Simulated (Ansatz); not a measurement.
# Antimonene bilayer (AA') in a perpendicular field

Aim: how the antimonene bilayer (AA') screens a field along its normal, and what the field does to its bands. A positive field points along +c.

Program: Ansatz 0.2.0. Level of theory: plane-wave DFT, PBEsol-D3(BJ), Ansatz PAW, in the first sound run; inputs show where later runs differ. Results are calculated unless marked as measured.

## 1. Set-up

The cell holds 4 atoms: 4 Sb. Its edges and angles: a = 4.120 Å, b = 4.120 Å, c = 24.300 Å, α = 90.0°, β = 90.0°, γ = 120.0°. Regions: layer 1: antimonene, 2 atoms (2 Sb); layer 2: antimonene, 2 atoms (2 Sb). Vacuum lies along c.

## 2. Relaxing the slab

The starting cell is a guess, so the in-plane lattice and the atoms are relaxed first, with the slab cut off from its images along the normal. The program lengthens the vector along the normal by itself, so c and the volume that it reports differ from the typed ones.

The input, input.yaml:

```yaml
crystal:
  lattice:
    - [4.12, 0.0, 0.0]
    - [-2.06, 3.5680246636, 0.0]
    - [0.0, 0.0, 24.3]
  atoms:
    - { symbol: Sb, position: [0.6666666667, 0.3333333333, 0.3703703704] }
    - { symbol: Sb, position: [0.3333333333, 0.6666666667, 0.4382716049] }
    - { symbol: Sb, position: [0.3333333333, 0.6666666667, 0.5617283951] }
    - { symbol: Sb, position: [0.6666666667, 0.3333333333, 0.6296296296] }
  periodic: [true, true, false]
kpoints:
  mp_grid: { grid: [12, 12, 1] }
hamiltonian:
  xc: pbesol
  dispersion: d3bj
scf:
  occupations: { method: fermi_dirac, width: 0.05 }
  convergence: { dr2_threshold: 1.0e-09 }
relax:
  f_tol: 0.004
  max_steps: 90
  cell: {}
output:
  write_potential: true
  write_density: true
  volumetric_format: npy
```

The run is started by

```bash
ansatz run input.yaml --threads 4 --pin off --max-ram 6144MiB --backend cpu --events-out ev --progress --plain --runs-dir out
```

Numbers of over 12 decimals in the logs are rounded to 6 here.

The log of the run:

```text
Warning: crystal.periodic: the lattice vector that does not repeat stood 0.000° off the slab's normal, 24.300 Å along it as the deck builds it. The run solves the slab on a vector along the normal, 36.400 Å long, with every atom where it was (on the deck's vector they left 18.00 Å outside them, and the widest stretch free of ions among them is 3.00 Å). A fractional position that the run reports is one of the run's ce [...]
Warning: relax.cell: scf.convergence.dr2_threshold = 1e-9 eV is looser than the 1.50551394508e-10 eV advised for a relaxation that steers and ends on the stress (1e-10 eV for each atom of the cell: 4, times the square of relax.cell.stress_2d_tol = 0.05 N/m over 16.3 Å (the atoms' height at the walk's start and 5 Å past either face), 3.067e-2 GPa, over a crystal's default 0.05). What an SCF threshold leaves in a stress goes as its square root, and in the free energy as the threshold itself, and one threshold admits the most on a small cell: [figures from the program's tests cut] Set scf.convergence.dr2_threshold to 1.50551394508e-10 eV or tighter. [rest of the remark cut]
crystal.periodic: the lattice vector that does not repeat stood 0.000° off the slab's normal, 24.300 Å along it as the deck builds it. The run solves the slab on a vector along the normal, 36.400 Å long, with every atom where it was (on the deck's vector they left 18.00 Å outside them, and the widest stretch free of ions among them is 3.00 Å). A fractional position that the run reports is one of the run's cell, which [...]
Engine: ansatz 0.2.0, aarch64-unknown-linux-gnu
Pseudopotentials: kind: paw
Pseudopotential: Sb, paw, valence charge 15, recommended cutoff 420 eV (normal), Sb.paw.azcp
Functional definition: PBEsol
  exchange = pbesol_x
  correlation = pbesol_c
Crystal: 4 atoms, lattice volume = 535.090 Å³
Basis set: ecut = 420 eV, 10345 PW (Γ), exchange–correlation on 60×60×500 points (8 copies of the dense FFT grid, shifted against one another)
Bands: 36, of which v1, the nominal top of the filled ones, is band 30 counted from 1 (29 counted from 0)
Symmetry: 12 space group operations
Space group: P-6m2 (ITA 187), of the structure as read, at distance tolerance 8.1e-5 Å
k-points: 19 of 144 (time reversal used)
Non-local potential: Sb, projectors of the file, l = 0: 2, l = 1: 2, l = 2: 2, l = 3: 2
PAW form: soft (Blöchl's): semilocal exchange-correlation on the pseudo side does not see the compensation charge
PAW frozen core: Sb, regenerated for the run's functional, and the local potential with it (the file was generated under x = pbe(κ = 0.804, μ = 0.219515), c = pbe(β = 0.066725))
PAW one-centre angular grid: Sb, 590 points (default); XC on 64 Gauss nodes
Initial density: superposition of atomic densities (neutral atoms: chi_scale 0, normalization atom), corrected by the library's trained network
Initial wavefunctions: pseudopotential atomic-orbital guess
Functional: x = pbesol(κ = 0.804, μ = 0.123457), c = pbesol(β = 0.046)
SCF iter   1: F=—  HF=-25632.297798 eV  |F-HF|=—  |Δ(HF+E_count)|=         —  Δρ=1.57e-3  dr2=2.50e-2  ethr=1.77e-3  ⟨swp⟩=15.7  Hψ=4595  notcnv=0
preconditioner: auto → LDOS  [metal: Δε(μ)=0.010 eV  Ē_g=7.367 eV  σ=0.050 eV  W_gap=0.05  n_scr=74 (ndim 8)  ℏωp=7.2 eV  f_vac=0.716  D(μ)=3.45/eV (n_scr^D=12)  β→1.0]
SCF iter   2: F=—  HF=-25632.290896 eV  |F-HF|=—  |Δ(HF+E_count)|=   6.90e-3  Δρ=6.64e-4  dr2=2.11e-3  ethr=4.17e-5  ⟨swp⟩=3.5  Hψ=1760  notcnv=0  defer=5
SCF iter   3: F=—  HF=-25632.290699 eV  |F-HF|=—  |Δ(HF+E_count)|=   1.96e-4  Δρ=3.05e-4  dr2=9.82e-4  ethr=3.52e-6  ⟨swp⟩=3.0  Hψ=1518  notcnv=0  defer=5
SCF iter   4: F=—  HF=-25632.290550 eV  |F-HF|=—  |Δ(HF+E_count)|=   1.49e-4  Δρ=1.18e-4  dr2=1.33e-4  ethr=1.64e-6  ⟨swp⟩=2.5  Hψ=1313  notcnv=0  defer=5
SCF iter   5: F=—  HF=-25632.290520 eV  |F-HF|=—  |Δ(HF+E_count)|=   2.98e-5  Δρ=2.39e-5  dr2=1.15e-5  ethr=2.21e-7  ⟨swp⟩=2.0  Hψ=1265  notcnv=0  defer=5
SCF iter   6: F=—  HF=-25632.290526 eV  |F-HF|=—  |Δ(HF+E_count)|=   6.16e-6  Δρ=7.60e-6  dr2=9.08e-7  ethr=1.92e-8  ⟨swp⟩=3.7  Hψ=1365  notcnv=0  defer=5
SCF iter   7: F=—  HF=-25632.290505 eV  |F-HF|=—  |Δ(HF+E_count)|=   2.13e-5  Δρ=3.22e-6  dr2=1.08e-7  ethr=1.51e-9  ⟨swp⟩=2.8  Hψ=1163  notcnv=0  defer=5
SCF iter   8: F=—  HF=-25632.290505 eV  |F-HF|=—  |Δ(HF+E_count)|=   6.66e-9  Δρ=1.17e-6  dr2=2.37e-8  ethr=1.80e-10  ⟨swp⟩=2.6  Hψ=1375  notcnv=0  defer=5
SCF iter   9: F=—  HF=-25632.290505 eV  |F-HF|=—  |Δ(HF+E_count)|=   8.45e-9  Δρ=5.65e-7  dr2=3.37e-9  ethr=3.94e-11  ⟨swp⟩=2.6  Hψ=1321  notcnv=0  defer=5
SCF iter  10: F=-25632.290505 eV  HF=-25632.290505 eV  |F-HF|=8.80e-10  |Δ(HF+E_count)|=   2.67e-9  Δρ=1.55e-7  dr2=3.56e-10  ethr=1.67e-12  ⟨swp⟩=11.6  Hψ=4997  notcnv=0
SCF 1 converged in 10 iterations: F = -25632.290505 eV  dr2 = 3.56e-10
  greatest PAW one-centre occupation: 0.996 electrons in one spin orbital (limit 2), on the Sb atom at site 1 (counted from 0), in its partial waves of l = 2
relax step   1: F+E_penalty+E_count = -25632.29050501 eV  Δ(F+E_penalty+E_count) = +0.000e0 eV  max|allowed force component| = 1.142e0 eV/Å  Δτ_max = 0.0000 Å  P = -1.743 N/m  Ω = 535.090 Å³  fix = [c, alpha, beta]  reactions: c -0.000 N/m  (10 SCF iters, accepted)
Crystal: 4 atoms, lattice volume = 529.617 Å³
Basis set: ecut = 420 eV, 10273 PW (Γ), exchange–correlation on 60×60×500 points (8 copies of the dense FFT grid, shifted against one another)
Initial density: handed on by an earlier stage of this run
Initial wavefunctions: those handed on with the density
iter 1 solved again at ethr=1.75e-4 eV; its pass at ethr=3.10e-3 eV (dr2=1.05e-1 eV) is discarded
SCF iter   1: F=—  HF=-25632.543100 eV  |F-HF|=—  |Δ(HF+E_count)|=         —  Δρ=4.06e-3  dr2=1.04e-1  ethr=1.75e-4  ⟨swp⟩=2.1  Hψ=4812  notcnv=0
preconditioner: auto → LDOS  [insulator: Δε(μ)=0.227 eV  Ē_g=7.515 eV  σ=0.050 eV  W_gap=0.80  n_scr=62 (ndim 8)  ℏωp=7.2 eV  f_vac=0.709  D(μ)=0.44/eV (n_scr^D=4)  ε∞_Penn≈1.9  β→1.0]
SCF iter   2: F=—  HF=-25632.552324 eV  |F-HF|=—  |Δ(HF+E_count)|=   9.22e-3  Δρ=2.27e-3  dr2=1.93e-1  ethr=1.73e-4  ⟨swp⟩=3.7  Hψ=1549  notcnv=0
SCF iter   3: F=—  HF=-25632.523538 eV  |F-HF|=—  |Δ(HF+E_count)|=   2.88e-2  Δρ=7.23e-4  dr2=1.12e-2  ethr=1.73e-4  ⟨swp⟩=5.0  Hψ=1721  notcnv=0
SCF iter   4: F=—  HF=-25632.522291 eV  |F-HF|=—  |Δ(HF+E_count)|=   1.25e-3  Δρ=2.00e-4  dr2=3.63e-4  ethr=1.86e-5  ⟨swp⟩=2.5  Hψ=915  notcnv=0
SCF iter   5: F=—  HF=-25632.522193 eV  |F-HF|=—  |Δ(HF+E_count)|=   9.77e-5  Δρ=4.95e-5  dr2=1.63e-5  ethr=6.05e-7  ⟨swp⟩=3.0  Hψ=1400  notcnv=0
[...]
SCF iter   3: F=—  HF=-25632.661334 eV  |F-HF|=—  |Δ(HF+E_count)|=   5.24e-4  Δρ=5.47e-4  dr2=6.93e-3  ethr=1.50e-5  ⟨swp⟩=2.6  Hψ=953  notcnv=0
SCF iter   4: F=—  HF=-25632.661103 eV  |F-HF|=—  |Δ(HF+E_count)|=   2.31e-4  Δρ=2.40e-4  dr2=4.12e-3  ethr=1.15e-5  ⟨swp⟩=2.7  Hψ=934  notcnv=0
SCF iter   5: F=—  HF=-25632.660744 eV  |F-HF|=—  |Δ(HF+E_count)|=   3.59e-4  Δρ=9.09e-5  dr2=5.41e-4  ethr=6.87e-6  ⟨swp⟩=2.0  Hψ=831  notcnv=0
SCF iter   6: F=—  HF=-25632.660688 eV  |F-HF|=—  |Δ(HF+E_count)|=   5.65e-5  Δρ=2.54e-5  dr2=5.17e-5  ethr=9.02e-7  ⟨swp⟩=2.1  Hψ=859  notcnv=0
SCF iter   7: F=—  HF=-25632.660682 eV  |F-HF|=—  |Δ(HF+E_count)|=   5.44e-6  Δρ=3.79e-6  dr2=6.93e-7  ethr=8.62e-8  ⟨swp⟩=2.4  Hψ=1189  notcnv=0
SCF iter   8: F=—  HF=-25632.660660 eV  |F-HF|=—  |Δ(HF+E_count)|=   2.25e-5  Δρ=9.46e-7  dr2=1.45e-8  ethr=1.16e-9  ⟨swp⟩=3.1  Hψ=1201  notcnv=0
SCF iter   9: F=-25632.660660 eV  HF=-25632.660660 eV  |F-HF|=3.35e-10  |Δ(HF+E_count)|=   1.04e-8  Δρ=1.61e-7  dr2=1.76e-10  ethr=1.67e-12  ⟨swp⟩=10.0  Hψ=5545  notcnv=0
SCF 3 converged in 9 iterations: F = -25632.660660 eV  dr2 = 1.76e-10
relax step   3: F+E_penalty+E_count = -25632.66065998 eV  Δ(F+E_penalty+E_count) = -1.385e-1 eV  max|allowed force component| = 1.380e-1 eV/Å  Δτ_max = 0.1949 Å  P = -0.865 N/m  Ω = 516.396 Å³  energy of the carried Pulay correction = +9.027e-4 eV  fix = [c, alpha, beta]  reactions: c -0.000 N/m  (9 SCF iters, accepted)
[...]
relax step   4: F+E_penalty+E_count = -25632.68733346 eV  Δ(F+E_penalty+E_count) = -2.667e-2 eV  max|allowed force component| = 8.676e-2 eV/Å  Δτ_max = 0.1049 Å  P = -0.090 N/m  Ω = 503.694 Å³  energy of the carried Pulay correction = +1.535e-3 eV  fix = [c, alpha, beta]  reactions: c -0.000 N/m  (9 SCF iters, accepted)
[...]
relax step   5: F+E_penalty+E_count = -25632.68888439 eV  Δ(F+E_penalty+E_count) = -1.551e-3 eV  max|allowed force component| = 9.431e-3 eV/Å  Δτ_max = 0.0227 Å  P = +0.111 N/m  Ω = 502.272 Å³  energy of the carried Pulay correction = +1.606e-3 eV  fix = [c, alpha, beta]  reactions: c +0.000 N/m  (9 SCF iters, accepted)
[...]
relax step   6: F+E_penalty+E_count = -25632.68921526 eV  Δ(F+E_penalty+E_count) = -3.309e-4 eV  max|allowed force component| = 5.731e-3 eV/Å  Δτ_max = 0.0130 Å  P = +0.028 N/m  Ω = 503.137 Å³  energy of the carried Pulay correction = +1.563e-3 eV  fix = [c, alpha, beta]  reactions: c +0.000 N/m  (8 SCF iters, accepted)
[...]
relax step   7: F+E_penalty+E_count = -25632.68922837 eV  Δ(F+E_penalty+E_count) = -1.311e-5 eV  max|allowed force component| = 4.128e-4 eV/Å  Δτ_max = 0.0036 Å  P = +0.000 N/m  Ω = 503.341 Å³  energy of the carried Pulay correction = +1.553e-3 eV  fix = [c, alpha, beta]  reactions: c +0.000 N/m  (7 SCF iters, accepted)
Basis set: ecut = 420 eV, 9913 PW (Γ), exchange–correlation on 54×54×500 points (8 copies of the dense FFT grid, shifted against one another)
Initial wavefunctions: pseudopotential atomic-orbital guess (no wavefunctions were taken with the density)
iter 1 solved again at ethr=4.92e-7 eV; its pass at ethr=3.10e-3 eV (dr2=2.95e-4 eV) is discarded
SCF iter   1: F=—  HF=-25632.687544 eV  |F-HF|=—  |Δ(HF+E_count)|=         —  Δρ=3.10e-5  dr2=6.18e-7  ethr=4.92e-7  ⟨swp⟩=5.3  Hψ=6659  notcnv=0
SCF iter   2: F=—  HF=-25632.687519 eV  |F-HF|=—  |Δ(HF+E_count)|=   2.45e-5  Δρ=1.58e-5  dr2=1.64e-7  ethr=1.03e-9  ⟨swp⟩=4.7  Hψ=1988  notcnv=0
SCF iter   3: F=—  HF=-25632.687520 eV  |F-HF|=—  |Δ(HF+E_count)|=   3.86e-7  Δρ=2.45e-6  dr2=1.73e-7  ethr=2.74e-10  ⟨swp⟩=2.4  Hψ=1310  notcnv=0
SCF iter   4: F=—  HF=-25632.687520 eV  |F-HF|=—  |Δ(HF+E_count)|=   1.64e-8  Δρ=1.20e-6  dr2=3.72e-8  ethr=2.74e-10  ⟨swp⟩=2.7  Hψ=922  notcnv=0
SCF iter   5: F=-25632.687520 eV  HF=-25632.687520 eV  |F-HF|=4.07e-10  |Δ(HF+E_count)|=   3.56e-9  Δρ=5.01e-7  dr2=8.78e-10  ethr=1.67e-12  ⟨swp⟩=15.6  Hψ=5911  notcnv=0
SCF 8 converged in 5 iterations: F = -25632.687520 eV  dr2 = 8.78e-10
relax step   8: F+E_penalty+E_count = -25632.68751961 eV  Δ(F+E_penalty+E_count) = +1.709e-3 eV  max|allowed force component| = 6.285e-4 eV/Å  Δτ_max = 0.0000 Å  P = +0.004 N/m  Ω = 503.341 Å³  fix = [c, alpha, beta]  reactions: c +0.000 N/m  stress off target by 3.71e-3 N/m on what of the cell is left free  SCF on the basis re-selected at this cell (its energy is not comparable with the rows above)  (5 SCF iters)
basis re-selected at this cell: Δ(F+E_penalty+E_count) = +1.709e-3 eV, ΔP = +0.003 N/m vs the last step (what re-selecting the basis moved, of the pressure what is left beyond the Pulay correction that the steps carried, after the strain that the cell walked since its last selection, with what the two solves' SCF thresholds leave and, on support functions, any second-order correction that the steps lacked; it is no measure of the basis error at this ecutwfc). The dense FFT grid was sized anew with the basis: this SCF ran on 27×27×250 points, the steps before it on 30×30×250, so part of this shift can come from that change (see relax.cell in the input reference). [rest of the remark cut]
SCF converged after 5 iterations
Free energy (F): -25632.687520 eV
Harris-Foulkes:  -25632.687520 eV  (|F-HF|=4.07e-10)
Internal energy: -25632.687452 eV  (E = F + TS)
E sigma→0 (E₀):  -25632.687486 eV
Entropy (-TS):   -0.000068 eV (-0.017 meV/atom)
Fermi energy:    -4.307928 eV
--- Per-component energies (eV) ---
  E_band       = -1518.686801
  E_kinetic    = 830.101058
  E_local      = -143051.173704  (includes V_loc(G=0)·N_el)
  E_nonlocal   = 1456.512499
  E_hartree    = 70803.345477
  E_xc         = -548.892826
  E_vxc        = -384.918058  (∫ρ·V_xc dr)
  E_paw        = -17998.371648  (= ΣΔE_a)
  E_vpaw       = -1975.905466  (= ΣTr[D̂ρ^β])
  E_aug_tail   = -0.000007  (compensation charges beyond the density's cutoff)
  E_ewald      = 62875.557991
  E_disp       = -1.093720  (pairwise vdW)
  E_core_change = 1.327428  (= ΣΔE_core)
  E_smearing   = -0.000068  (= −TS)
  E_closure    = 0.000000  (closes the sum)
  Σ components = -25632.687520   (vs F -25632.687520, Δ=0.00e0)
--- Forces (eV/Å), atoms counted from 1 ---
  atom   1  Sb     0.00000000     0.00000000    -0.00062849
  atom   2  Sb     0.00000000    -0.00000000    -0.00011780
  atom   3  Sb     0.00000000    -0.00000000     0.00011780
  atom   4  Sb     0.00000000     0.00000000     0.00062849
  max |Σ_I F_I| component: 9.25e-18 eV/Å
--- 2D stress c σ (N/m, compression-positive) ---
        0.003714      -0.000000      -0.000000
       -0.000000       0.003714      -0.000000
       -0.000000      -0.000000       0.000000
  P = ½ c Tr σ = 0.0037 N/m
--- Band table (eV; the first three rows and the last of 19) ---
  k-point 0: bands = [... 26 lower, -4.6870, -4.6870, -4.6145, -4.6145, -3.0331, -2.5471, -1.9226, -1.9226, ... 2 higher]
  k-point 1: bands = [... 26 lower, -5.4350, -4.9056, -4.8821, -4.8099, -2.5725, -2.2498, -2.0058, -1.7532, ... 2 higher]
  k-point 2: bands = [... 26 lower, -6.1056, -5.3080, -5.2363, -4.8774, -3.1028, -2.7840, -1.4558, -1.3969, ... 2 higher]
  k-point 18: bands = [... 26 lower, -7.3285, -6.9027, -6.7160, -6.3615, -3.8876, -3.3214, -1.7936, -1.7424, ... 2 higher]
  the weakly bound empty levels are not read free of the cell's end (no_gap_told)
--- Relaxed structure (7 steps of the walk, 7 accepted, 1 SCFs on fresh bases) ---
  F+E_penalty+E_count = -25632.68751961 eV   max|allowed force component| = 6.285e-4 eV/Å   (the final SCF, on the basis selected at the relaxed cell)
  cell:  # Å, volume = 503.3412 Å³
    - [3.995906, -6.888624789851754e-18, 0]
    - [-1.997953, 3.460556, 0]
    - [0, 0, 36.400000]
  atoms:
    - { symbol: Sb, position: [0.666667, 0.333333, 0.235555] }
    - { symbol: Sb, position: [0.333333, 0.666667, 0.280925] }
    - { symbol: Sb, position: [0.333333, 0.666667, 0.386657] }
    - { symbol: Sb, position: [0.666667, 0.333333, 0.432028] }
```

Elapsed: 54 s, on 4 threads of Arm Neoverse V2, shared host; peak memory 0.97 GiB; 3.5 min of CPU time.

The steps of the relaxation:

```csv
step,energy less that of the first step (eV),largest force component (eV/Å),volume (Å³)
1,0.0000,1.1424,535.09
2,-0.2317,0.6943,529.62
3,-0.3702,0.1380,516.40
4,-0.3968,0.0868,503.69
5,-0.3984,0.0094,502.27
6,-0.3987,0.0057,503.14
7,-0.3987,0.0004,503.34
8*,-0.3970,0.0006,503.34
```

Relaxation steps marked * repeat the geometry before them on a plane-wave basis chosen anew for their cell, so energy and pressure can jump there.

Forces are held to the 12 operations that the run works with; a distortion that breaks them can't arise in this run.

```csv
cell as run,before,after,change
a (Å),4.120,3.996,-3.0 %
b (Å),4.120,3.996,-3.0 %
```

The atoms that moved most (Å, along periodic axes as changes of fractional coordinates times the final cell, across vacuum about the mean position):

```csv
atom,dx,dy,dz,length
Sb4,0.000,0.000,0.426,0.426
Sb1,0.000,0.000,-0.426,0.426
Sb2,0.000,0.000,-0.424,0.424
Sb3,0.000,0.000,0.424,0.424
```

The relaxed structure:

```cif
data_structure
_symmetry_space_group_name_H-M 'P 1'
_symmetry_Int_Tables_number 1
_cell_length_a 3.9959
_cell_length_b 3.9959
_cell_length_c 36.4000
_cell_angle_alpha 90.000
_cell_angle_beta 90.000
_cell_angle_gamma 120.000
_cell_volume 503.34
loop_
_atom_site_label
_atom_site_type_symbol
_atom_site_fract_x
_atom_site_fract_y
_atom_site_fract_z
_atom_site_occupancy
Sb1 Sb 0.66667 0.33333 0.23555 1
Sb2 Sb 0.33333 0.66667 0.28093 1
Sb3 Sb 0.33333 0.66667 0.38666 1
Sb4 Sb 0.66667 0.33333 0.43203 1
```

The lattice constant a goes from 4.120 to 3.996 Å.

(Continued in part 2 of 3.)

[Logs are printed without paths, hosts, clocks, repeated set-up lines and the standing remarks that a program may print on its own settings, such as how far it seeks lower states.]

[Hosts, paths, dates, database ids (printed as entryN), source tags and the programs' standing remarks are cut or masked in the printed files.]

[Maps of the electrostatic potential energy from Ansatz leave out the sawtooth potential of an applied field or a dipole correction, so their vacuum need not be flat; planar profiles and work functions include it.]
